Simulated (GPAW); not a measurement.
## SrCl2: optical spectrum from first principles

Wanted: where SrCl2 starts to absorb, how strongly, and its refractive index.

Main program and level: GPAW 26.7.0; DFT, PBE, plane-wave PAW (GPAW data sets), scalar-relativistic, RPA, optical limit.

**1. Starting point**

The structure is cubic, space group Fm-3m (No. 225). The conventional cell has a = 6.977 Å, b = 6.977 Å, c = 6.977 Å, α = 90.00°, β = 90.00°, γ = 90.00°. Nearest to Sr lie 8 Cl at 3.02 Å. Nearest to Cl lie 4 Sr at 3.02 Å. Farther neighbours and most contacts between anions are not listed.

As a file:

```cif
data_structure
_symmetry_space_group_name_H-M 'Fm-3m'
_symmetry_Int_Tables_number 225
_cell_length_a 6.9767
_cell_length_b 6.9767
_cell_length_c 6.9767
_cell_angle_alpha 90.000
_cell_angle_beta 90.000
_cell_angle_gamma 90.000
_cell_volume 339.59
loop_
_atom_site_label
_atom_site_type_symbol
_atom_site_symmetry_multiplicity
_atom_site_Wyckoff_symbol
_atom_site_fract_x
_atom_site_fract_y
_atom_site_fract_z
_atom_site_occupancy
Sr1 Sr 4 a 0.00000 0.00000 0.00000 1
Cl1 Cl 8 c 0.25000 0.25000 0.75000 1
```

**2. Ground state**

The self-consistent density comes first; it also tells whether there is a gap, which decides the occupations and the need for a Drude term.

This step: DFT, PBE, plane-wave PAW (GPAW data sets), scalar-relativistic, ground state (GPAW 26.7.0).

Input file gs.py:

```python
from ase import Atoms
from ase.dft.bandgap import bandgap
from gpaw import GPAW, PW, FermiDirac

atoms = Atoms(['Sr', 'Cl', 'Cl'],
              cell=[[0.000000000000, 3.488350000000, 3.488350000000],
                    [3.488350000000, 0.000000000000, 3.488350000000],
                    [3.488350000000, 3.488350000000, 0.000000000000]],
              scaled_positions=[[0.000000000000, 0.000000000000, 0.000000000000],
                                [0.750000000000, 0.750000000000, 0.750000000000],
                                [0.250000000000, 0.250000000000, 0.250000000000]],
              pbc=[True, True, True])
atoms.calc = GPAW(mode=PW(500), xc='PBE', kpts={'size': (6, 6, 6), 'gamma': True},
                  occupations=FermiDirac(0.05), maxiter=150, txt='gs.txt')
print('energy (eV)', atoms.get_potential_energy())
print('Fermi level (eV)', atoms.calc.get_fermi_level())
print('valence electrons', atoms.calc.get_number_of_electrons())
print('gap (eV)', bandgap(atoms.calc, output=None)[0])
print('direct gap (eV)', bandgap(atoms.calc, direct=True, output=None)[0])
atoms.calc.write('gs.gpw')
```

Launch:

```console
OMP_NUM_THREADS=1 python gs.py
```

Numbers of over 12 decimals in the logs are rounded to 6 here.

Log:

```text
__  _  _
 | _ |_)|_||  |
 |__||  | ||/\| - 26.7.0

Versions:
  Python: 3.12.14
  ASE:    3.29.0
  Numpy:  2.5.5
  Scipy:  1.18.1
  Libxc:  7.0.0

Input parameters:
  mode=PW(ecut=500.0),
  kpts=MonkhorstPack(size=(6, 6, 6), gamma=True),
  maxiter=150,
  occupations=Occupations(name='fermi-dirac', width=0.05, fixmagmom=False),
  xc=XC(name='PBE')

Diagonalizing LCAO Hamiltonian
Converting LCAO to pw mode

                        Cl

             Cl

       Sr

Atoms  # Å, Bohr magnetons
|   | symbol |        x |        y |        z |    initial magnetic moments |
| 0 |     Sr | 0.000000 | 0.000000 | 0.000000 | ( 0.0000,  0.0000,  0.0000) |
| 1 |     Cl | 5.232525 | 5.232525 | 5.232525 | ( 0.0000,  0.0000,  0.0000) |
| 2 |     Cl | 1.744175 | 1.744175 | 1.744175 | ( 0.0000,  0.0000,  0.0000) |

Unit cell  # Å
| periodic |        x |        y |        z |  lengths |    angles |
|      yes | 0.000000 | 3.488350 | 3.488350 | 4.933272 | 60.000000 |
|      yes | 3.488350 | 0.000000 | 3.488350 | 4.933272 | 60.000000 |
|      yes | 3.488350 | 3.488350 | 0.000000 | 4.933272 | 60.000000 |

Number of symmetries: 48
Symmetry operations  # r_c * U_cc + t_c -> r_c
|    | kind |            matrix            |
|  0 |  σ   |  1, 0, 0,  1, 0,-1,  1,-1, 0 |
|  1 |  C2  |  1, 0, 0,  1,-1, 0,  1, 0,-1 |
|  2 |  E   |  1, 0, 0,  0, 1, 0,  0, 0, 1 |
|  3 |  σ   |  1, 0, 0,  0, 0, 1,  0, 1, 0 |
|  4 |  C4  |  1, 0,-1,  1, 0, 0,  1,-1, 0 |
|  5 |  S6  |  1, 0,-1,  1,-1, 0,  1, 0, 0 |
|  6 |  σ   |  1, 0,-1,  0, 1,-1,  0, 0,-1 |
|  7 |  C3  |  1, 0,-1,  0, 0,-1,  0, 1,-1 |
|  8 |  S6  |  1,-1, 0,  1, 0, 0,  1, 0,-1 |
|  9 |  C4  |  1,-1, 0,  1, 0,-1,  1, 0, 0 |
| 10 |  C3  |  1,-1, 0,  0,-1, 1,  0,-1, 0 |
| 11 |  σ   |  1,-1, 0,  0,-1, 0,  0,-1, 1 |
| 12 |  σ   |  0, 1, 0,  1, 0, 0,  0, 0, 1 |
| 13 |  C4  |  0, 1, 0,  0, 1,-1, -1, 1, 0 |
| 14 |  C3  |  0, 1, 0,  0, 0, 1,  1, 0, 0 |
| 15 |  S6  |  0, 1, 0, -1, 1, 0,  0, 1,-1 |
| 16 |  C2  |  0, 1,-1,  1, 0,-1,  0, 0,-1 |
| 17 |  σ   |  0, 1,-1,  0, 1, 0, -1, 1, 0 |
| 18 |  S4  |  0, 1,-1,  0, 0,-1,  1, 0,-1 |
| 19 |  C4  |  0, 1,-1, -1, 1, 0,  0, 1, 0 |
| 20 |  C3  |  0, 0, 1,  1, 0, 0,  0, 1, 0 |
| 21 |  σ   |  0, 0, 1,  0, 1, 0,  1, 0, 0 |
| 22 |  S6  |  0, 0, 1,  0,-1, 1, -1, 0, 1 |
| 23 |  C4  |  0, 0, 1, -1, 0, 1,  0,-1, 1 |
| 24 |  S4  |  0, 0,-1,  1, 0,-1,  0, 1,-1 |
| 25 |  C3  |  0, 0,-1,  0, 1,-1,  1, 0,-1 |
| 26 |  C2  |  0, 0,-1,  0,-1, 0, -1, 0, 0 |
| 27 |  S6  |  0, 0,-1, -1, 0, 0,  0,-1, 0 |
| 28 |  S4  |  0,-1, 1,  1,-1, 0,  0,-1, 0 |
| 29 |  C4  |  0,-1, 1,  0, 0, 1, -1, 0, 1 |
| 30 |  C2  |  0,-1, 1,  0,-1, 0,  1,-1, 0 |
| 31 |  σ   |  0,-1, 1, -1, 0, 1,  0, 0, 1 |
| 32 |  C3  |  0,-1, 0,  1,-1, 0,  0,-1, 1 |
| 33 |  S6  |  0,-1, 0,  0, 0,-1, -1, 0, 0 |
| 34 |  S4  |  0,-1, 0,  0,-1, 1,  1,-1, 0 |
| 35 |  C2  |  0,-1, 0, -1, 0, 0,  0, 0,-1 |
| 36 |  C2  | -1, 1, 0,  0, 1, 0,  0, 1,-1 |
| 37 |  S6  | -1, 1, 0,  0, 1,-1,  0, 1, 0 |
| 38 |  S4  | -1, 1, 0, -1, 0, 1, -1, 0, 0 |
| 39 |  C3  | -1, 1, 0, -1, 0, 0, -1, 0, 1 |
| 40 |  S6  | -1, 0, 1,  0, 0, 1,  0,-1, 1 |
| 41 |  C2  | -1, 0, 1,  0,-1, 1,  0, 0, 1 |
| 42 |  C3  | -1, 0, 1, -1, 1, 0, -1, 0, 0 |
| 43 |  S4  | -1, 0, 1, -1, 0, 0, -1, 1, 0 |
| 44 |  C2  | -1, 0, 0,  0, 0,-1,  0,-1, 0 |
| 45 |  i   | -1, 0, 0,  0,-1, 0,  0, 0,-1 |
| 46 |  σ   | -1, 0, 0, -1, 1, 0, -1, 0, 1 |
| 47 |  C2  | -1, 0, 0, -1, 0, 1, -1, 1, 0 |

BZ-sampling:
  Number of BZ points: 216
  Number of IBZ points: 16

  Monkhorst-Pack size: [6, 6, 6]
  Monkhorst-Pack shift: [0.083333, 0.083333, 0.083333]

K-points  # in reciprocal-cell coordinates
|     |                                coordinates |     weight |
|   0 | (  0.00000000,   0.00000000,   0.00000000) | 0.00462963 |
|   1 | (  0.16666667,   0.16666667,   0.00000000) | 0.02777778 |
|   2 | (  0.16666667,   0.16666667,   0.16666667) | 0.03703704 |
|   3 | (  0.33333333,   0.16666667,   0.16666667) | 0.05555556 |
|   4 | (  0.33333333,   0.33333333,  -0.33333333) | 0.05555556 |
|   5 | (  0.33333333,   0.33333333,   0.00000000) | 0.02777778 |
|   6 | (  0.33333333,   0.33333333,   0.16666667) | 0.11111111 |
|   7 | (  0.33333333,   0.33333333,   0.33333333) | 0.03703704 |
|   8 | (  0.50000000,   0.33333333,  -0.33333333) | 0.11111111 |
|   9 | (  0.50000000,   0.33333333,  -0.16666667) | 0.05555556 |
| ... |                                            |            |
|  15 | (  0.50000000,   0.50000000,   0.50000000) | 0.01851852 |

Plane wave coefficients: 2176
Cutoff: 500.0 eV

Spin-components: 1 (collinear spins)
Bands:           13
Projectors:      15
Spin-degeneracy: 2
Datatype:        complex128

Parallelization:
  kpt:    1
  domain: 1
  band:   1

Density:
  Valence electrons: 24.0
  Components: 1
  Grid points: [27 27 27]
  Charge: 0.0  # |e|

Potential:
  Grid points: [27 27 27]

species:
  Sr:
    name:    Strontium
    id:
    Z:       38.0
    valence: 10
    core:    28
    charge:  0.0  # [|e|]
    compensation charges:
      type: gauss
      rc: 0.40  # [Å]
      lmax: 2
    cutoffs:
      filter: 2.39  # [Å]
      core: 1.85  # [Å]
    projectors
    | kind |    occ | energy [eV] | rcut [Å] |
    |   4s |  2.000 |     -40.883 |    1.291 |
    |   5s |  2.000 |      -3.525 |    1.291 |
    |   4p |  6.000 |     -22.826 |    1.291 |
    |    p |        |       4.386 |    1.291 |
    |    d |        |       0.000 |    1.254 |

    Using partial waves for Sr as LCAO basis

  Cl:
    name:    Chlorine
    id:
    Z:       17.0
    valence: 7
    core:    10
    charge:  0.0  # [|e|]
    compensation charges:
      type: gauss
      rc: 0.25  # [Å]
      lmax: 2
    cutoffs:
      filter: 1.40  # [Å]
      core: 1.49  # [Å]
    projectors
    | kind |    occ | energy [eV] | rcut [Å] |
    |   3s |  2.000 |     -20.689 |    0.794 |
    |   3p |  5.000 |      -8.594 |    0.794 |
    |    s |        |       6.523 |    0.794 |
    |    p |        |      18.617 |    0.794 |
    |    d |        |       0.000 |    0.794 |

    Using partial waves for Cl as LCAO basis

Reference energy: -111606.668799  # eV

eigensolver:
  PPCG
  Converge bands: occupied
  niter=2

density mixing:
  MSR1-Mixer
  Pratt-step length: 0.05
  Maximum mixing coefficient: 0.75
  Old densities: 10
  SVD Regularization: 0.005
  Good broyden scale: 1.0
  Trust region scale: 1.0
  Backstep threshold: 4.0
  History deletion threshold: 6.0
  Fourier metric: weight=20.0, sigma=0.015

occupation numbers:
  Fermi-Dirac:
    width: 0.0500  # eV

poisson solver:
  ecut: 4000.0  # eV

xc functional:
  name: PBE with 2 nearest neighbor stencil

convergence criteria:
- Maximum [total energy] change in last 3 cyles: 0.0005 eV / valence electron
- Maximum integral of absolute [dens]ity change: 0.0001 electrons / valence electron
- Maximum integral of absolute [eigenst]ate change: 4e-08 eV^2 / valence electron
maximum number of iterations: 150

SCF iterations
|iter     |      energy | eigst |  dens |
|iter:   1||  -12.891356 | -0.31 |       |
|iter:   2||  -12.866980 | -2.12 | -1.25 |
|iter:   3||  -12.755060 | -1.43 | -1.28 |
|iter:   4||  -12.761138 | -2.74 | -1.77 |
|iter:   5||  -12.766239c| -3.92 | -2.16 |
|iter:   6||  -12.766345c| -5.13 | -3.02 |
|iter:   7||  -12.766364c| -6.14 | -3.42 |
|iter:   8||  -12.766364c| -7.42c| -4.43c|

Converged in 8 steps
SCF loop duration: 8.162 s (1.020 s/step)
Energy contributions relative to reference atoms: (reference = -111606.668799)

Energy contributions:
  Kinetic:          13.335507
  Coulomb:         -12.259489
  Zero:             -0.184745
  External:          0.000000
  Xc:              -13.657637
  Entropy:          -0.000000
  Spinorbit:         0.000000
  ----------------------------
  Free energy:     -12.766364
  Extrapolated:    -12.766364

dipole moment: (-27.394538, -27.394538, -27.394538)  # |e|*Ang

Fermi level: 3.851
Eigenvalues  # (at kpt = [0.000, 0.000, 0.000])
| band index |      eig [eV] | occ [0-2] |
|          0 |       -31.128 |     2.000 |
|        ... |               |           |
|          4 |       -11.615 |     2.000 |
|          5 |       -10.767 |     2.000 |
|          6 |        -0.427 |     2.000 |
|          7 |        -0.427 |     2.000 |
|          8 |        -0.427 |     2.000 |
|          9 |         1.345 |     2.000 |
|         10 |         1.345 |     2.000 |
|         11 |         1.345 |     2.000 |
|         12 |         7.025 |     0.000 |

Gap: 5.346 eV
Transition (v -> c):
  (s=0, k=12, n=11, [0.50, 0.50, 0.00]) -> (s=0, k=0, n=12, [0.00, 0.00, 0.00])
Direct/indirect transitions are different
Direct gap: 5.521 eV
Transition at: (s=0, k=12, n=11, [0.50, 0.50, 0.00])

--- standard output ---
energy (eV) -12.766364
Fermi level (eV) 3.850994
valence electrons 24.0
gap (eV) 5.345544
direct gap (eV) 5.520842
```

It took 9.8 s on 1 thread of Arm Neoverse V1, shared host; peak memory 0.16 GiB.

This step gave:

| Item | Value |
| --- | --- |
| energy | -12.77 eV |
| Fermi energy | 3.851 eV |
| gap on the k-mesh | 5.346 eV |
| direct gap on the mesh | 5.521 eV |
| electrons | 24 |

There is a gap, 5.35 eV on this mesh (points off the mesh can give less), so no carriers' term is needed.

**3. Bands for the response**

At the fixed density, many empty bands are solved on the mesh of the response, since the spectrum sums over them.

This step: DFT, PBE, plane-wave PAW (GPAW data sets), scalar-relativistic, bands at fixed density (GPAW 26.7.0).

Input file nscf.py:

```python
from ase.dft.bandgap import bandgap
from gpaw import GPAW, FermiDirac

calc = GPAW('gs.gpw').fixed_density(kpts={'size': (8, 8, 8), 'gamma': True}, nbands=59, convergence={'bands': 53},
                                    occupations=FermiDirac(0.001), txt='nscf.txt')
print('gap (eV)', bandgap(calc, output=None)[0])
print('direct gap (eV)', bandgap(calc, direct=True, output=None)[0])
print('top band over the Fermi level (eV)', min(calc.get_eigenvalues(kpt=k)[52] for k in range(len(calc.get_ibz_k_points()))) - calc.get_fermi_level())
calc.write('full.gpw', mode='all')
```

Launch:

```console
OMP_NUM_THREADS=1 python nscf.py
```

Log:

```text
Diagonalizing LCAO Hamiltonian
Converting LCAO to pw mode
convergence criteria:
- Maximum integral of absolute [eigenst]ate change: 4e-08 eV^2 / valence electron
maximum number of iterations: 150

SCF iterations
|iter     |      energy | eigst |  dens |
|iter:   1||             | +3.76 |       |
|iter:   2||             | +2.48 |       |
|iter:   3||             | +1.43 |       |
|iter:   4||             | +0.08 |       |
|iter:   5||             | -1.03 |       |
|iter:   6||             | -2.10 |       |
|iter:   7||             | -2.94 |       |
|iter:   8||             | -3.92 |       |
|iter:   9||             | -4.69 |       |
|iter:  10||             | -5.62 |       |
|iter:  11||             | -6.34 |       |
|iter:  12||             | -7.00 |       |
|iter:  13||             | -7.43c|       |
SCF steps: 13
  __  _  _
 | _ |_)|_||  |
 |__||  | ||/\| - 26.7.0

Versions:
  Python: 3.12.14
  ASE:    3.29.0
  Numpy:  2.5.5
  Scipy:  1.18.1
  Libxc:  7.0.0

Input parameters:
  mode=PW(ecut=500.0),
  convergence={'bands': 53},
  gpts=array([27, 27, 27]),
  kpts=MonkhorstPack(size=(8, 8, 8), gamma=True),
  maxiter=150,
  nbands=59,
  occupations=Occupations(name='fermi-dirac', width=0.001, fixmagmom=False),
  parallel={},
  xc=XC(name='PBE')

--- standard output ---
gap (eV) 5.345544
direct gap (eV) 5.520842
top band over the Fermi level (eV) 28.847806
```

The job ended after 98 s (1 thread; peak memory 0.23 GiB).

**4. Dielectric function, RPA**

Local fields let the induced charge screen the field inside the cell, which as a rule lowers ε, most along directions where the density is uneven.

This step: DFT, PBE, plane-wave PAW (GPAW data sets), scalar-relativistic, RPA, optical limit (GPAW 26.7.0).

Input file df.py:

```python
from gpaw.response.df import DielectricFunction

df = DielectricFunction('full.gpw', frequencies={'type': 'nonlinear', 'domega0': 0.03, 'omega2': 8},
                        ecut=60,
                        eta=0.15,
                        nbands=53,
                        txt='df.txt')
for direction in ['x']:
    df.get_dielectric_function(xc='RPA', direction=direction, filename=f'df_{direction}.csv')
```

Launch:

```console
OMP_NUM_THREADS=1 python df.py
```

Log:

```text
Using integrator: PointIntegrator
NonLinearFrequencyDescriptor(from 0.000 to 65.973 eV, 499 points)
Nonperiodic BCs:  [False False False]
Using integrator: PointIntegrator
NonLinearFrequencyDescriptor(from 0.000 to 65.973 eV, 499 points)
Nonperiodic BCs:  [False False False]

Calculating chi0 body with:
    Ground state adapter containing:
    Number of spins: 1
    Number of kpoints: 512
    Number of irreducible kpoints: 29
    Number of completely occupied states: 12
    Number of partially occupied states: 12

    Linear response parametrization:
    q_c: [0.0, 0.0, 0.0]
    Number of frequency points: 499
    Planewave cutoff: 60.0
    Number of bands: 53
    Number of planewaves: 89
    Broadening (eta): 0.15

Integrating chi0 body.

Symmetries of q_c:
    Direct symmetries (Uq -> q): 48
    Indirect symmetries (TUq -> q): 0
In total 48 allowed symmetries.

29 groups of equivalent kpoints. 94.3359375% reduction.

Integral kind: spectral function

Calculating chi0 optical extensions with:
    Ground state adapter containing:
    Number of spins: 1
    Number of kpoints: 512
    Number of irreducible kpoints: 29
    Number of completely occupied states: 12
    Number of partially occupied states: 12

    Linear response parametrization:
    Number of frequency points: 499
    Planewave cutoff: 60.0
    Number of bands: 53
    Number of planewaves: 89
    Broadening (eta): 0.15
Integrating chi0 head and wings.

Symmetries of q_c:
    Direct symmetries (Uq -> q): 48
    Indirect symmetries (TUq -> q): 0
In total 48 allowed symmetries.

29 groups of equivalent kpoints. 94.3359375% reduction.

Integral kind: spectral function wings
```

Wall time 18 s (1 thread); peak memory 0.4 GiB.

Read-outs, printed or worked out from the files:

| Item | Value |
| --- | --- |
| electronic dielectric constant ε∞, mean over x, y and z (by symmetry where fewer were run) | 2.716 |
| main peak of Im epsilon, first axis | 7.663 eV |

Values under the direct gap are tails of Lorentzian lines. Im ε, E ∥ x against photon energy; read off at these points:

photon energy (eV), Im ε, E ∥ x and a bar:
```
      0.0       0.00 
      1.0       0.01 
      2.0       0.01 
      3.0       0.02 
      4.0       0.04 
      5.0       0.09 #
      6.0       0.64 ####
      7.0       2.10 #############
      7.7       4.88 ##############################
      8.0       4.52 ############################
      9.0       2.44 ###############
      9.8       2.94 ##################
     10.0       2.63 ################
     11.0       1.42 #########
     12.0       1.42 #########
     13.0       1.51 #########
     14.0       1.13 #######
     15.0       1.09 #######
     16.0       1.24 ########
     17.0       0.92 ######
     18.0       1.00 ######
     19.0       0.82 #####
     20.0       0.70 ####
     21.0       0.63 ####
```

The Re ε, E ∥ x by photon energy:

```csv
photon energy (eV),"Re ε, E ∥ x"
0,2.72
1,2.74
2,2.80
3,2.91
4,3.12
5,3.52
6,4.52
7,5.28
8,2.16
9,1.04
10,0.295
11,0.717
12,0.736
13,0.841
14,0.857
15,0.877
16,0.941
17,0.578
18,0.772
19,0.589
20,0.682
21,0.791
```

The loss function −Im 1/ε at q → 0, E ∥ x has structure finer than the step of the table below, so its rows give means over 1 eV, whole bins alone (the curve runs from 0 to 21.9 eV). Peaks (eV: height): 10.7: 0.615, 13.6: 0.749, 17.0: 0.782, 19.2: 0.892.

Values under the direct gap are tails of Lorentzian lines. Loss function −Im 1/ε at q → 0, E ∥ x against energy loss; means over each step:

```csv
energy loss (eV),"loss function −Im 1/ε at q → 0, E ∥ x"
1,7.9e-4
2,0.00166
3,0.00274
4,0.00429
5,0.00751
6,0.0305
7,0.0733
8,0.178
9,0.306
10,0.397
11,0.548
12,0.515
13,0.557
14,0.621
15,0.574
16,0.559
17,0.744
18,0.664
19,0.832
20,0.733
21,0.619
```

Values under the direct gap are tails of Lorentzian lines. Table of Im ε, E ∥ x by photon energy; read off at these points:

```csv
photon energy (eV),without local fields,with local fields
0.00,0,0
0.50,0.00386,0.00287
1.00,0.00789,0.00588
1.50,0.0123,0.00916
2.00,0.0174,0.0129
2.50,0.0234,0.0174
3.00,0.0310,0.0231
3.50,0.0411,0.0306
4.00,0.0553,0.0413
4.50,0.0773,0.0579
5.00,0.117,0.0883
5.50,0.225,0.179
6.00,0.756,0.640
6.50,1.65,1.27
7.00,3.01,2.10
7.50,6.56,4.30
7.61,7.16,4.86
7.67,7.05,4.93
8.00,5.97,4.52
8.50,4.52,3.74
9.00,3.11,2.44
9.50,4.07,2.85
10.00,2.96,2.63
10.50,1.93,1.68
11.00,2.01,1.42
11.50,2.29,1.48
11.71,2.59,1.66
12.00,2.31,1.42
12.50,2.29,1.39
13.00,2.38,1.51
13.50,1.67,1.22
14.00,1.99,1.13
14.50,1.87,1.03
15.00,1.76,1.09
15.50,1.37,0.989
16.00,1.09,1.24
16.50,0.796,1.21
17.00,0.688,0.919
17.50,0.659,0.799
18.00,0.575,1.00
18.50,0.478,0.929
19.00,0.498,0.825
19.50,0.480,0.642
20.00,0.498,0.698
20.50,0.553,0.606
21.00,1.25,0.628
21.50,1.68,0.653
```

The reflectivity at normal incidence, E ∥ x has structure finer than the step of the table below, so its rows give means over 0.5 eV, whole bins alone (the curve runs from 0 to 21.9 eV). Peaks (eV: height): 7.67: 23.4, 9.96: 20.2, 13.43: 10.0, 16.54: 8.74, 18.50: 7.32.

The reflectivity at normal incidence, E ∥ x by photon energy; means over each step:

```csv
photon energy (eV),"reflectivity at normal incidence, E ∥ x (%)"
0.5,6.01
1.0,6.07
1.5,6.18
2.0,6.33
2.5,6.55
3.0,6.83
3.5,7.20
4.0,7.69
4.5,8.35
5.0,9.31
5.5,10.8
6.0,12.9
6.5,14.7
7.0,17.5
7.5,21.9
8.0,22.4
8.5,21.0
9.0,15.7
9.5,16.5
10.0,19.5
10.5,14.8
11.0,9.26
11.5,8.93
12.0,9.36
12.5,8.40
13.0,8.93
13.5,8.74
14.0,6.18
14.5,5.87
15.0,6.14
15.5,5.67
16.0,6.58
16.5,8.31
17.0,6.71
17.5,4.78
18.0,5.79
18.5,6.79
19.0,5.76
19.5,4.31
20.0,3.88
20.5,3.22
21.0,2.77
21.5,2.86
```

Optical constants at common wavelengths, from n + ik = √ε:

```csv
wavelength (nm),n,k,R (%),1/α
1550,1.65,0.001,6.0,88 µm
633,1.67,0.004,6.3,13 µm
450,1.70,0.006,6.7,6.0 µm
405,1.71,0.007,6.9,4.6 µm
365,1.73,0.008,7.1,3.5 µm
308,1.77,0.012,7.7,2.1 µm
193,2.19,0.256,14.5,60 nm
```

Below the direct gap, k and the depth come from the tails of the Lorentzian lines, not from transitions.

Rows near the edge hang on the gap, which this functional as a rule makes too small, and phonon-assisted absorption is left out.

**5. Results**

| Property | Result |
| --- | --- |
| electronic dielectric constant ε∞, mean over x, y and z (by symmetry where fewer were run) (RPA) | 2.72 |
| main peak of Im epsilon, first axis | 7.66 eV |

In words: At this level (PBE, RPA) SrCl2 has ε∞ = 2.72 and n = 1.65 at 1550 nm, and Im ε peaks at 7.7 eV. On the mesh the gap is 5.35 eV and the least direct gap 5.52 eV, so on this mesh the band edges lie at different points. Local fields change the static value along x from 3.20 to 2.72 (-15 %). Distinct maxima of Im ε, read by a parabola through the highest points, lie at 7.66 eV (4.9), 9.72 eV (3.0), 11.73 eV (1.7) and 13.03 eV (1.5). Excitons and phonon-assisted transitions are missing; PBE gaps are as a rule too small, which pulls the onset down and ε∞ up. The sum runs over mesh points, so small or evenly spaced maxima can still be ripples of the mesh.

[Machine, clock and banner lines and Python warnings are left out of the logs.]

[Logs are printed without paths, hosts, clocks, repeated set-up lines and the standing remarks that a program may print on its own settings, such as how far it seeks lower states.]

[Hosts, paths, dates, database ids (printed as entryN), source tags and the programs' standing remarks are cut or masked in the printed files.]
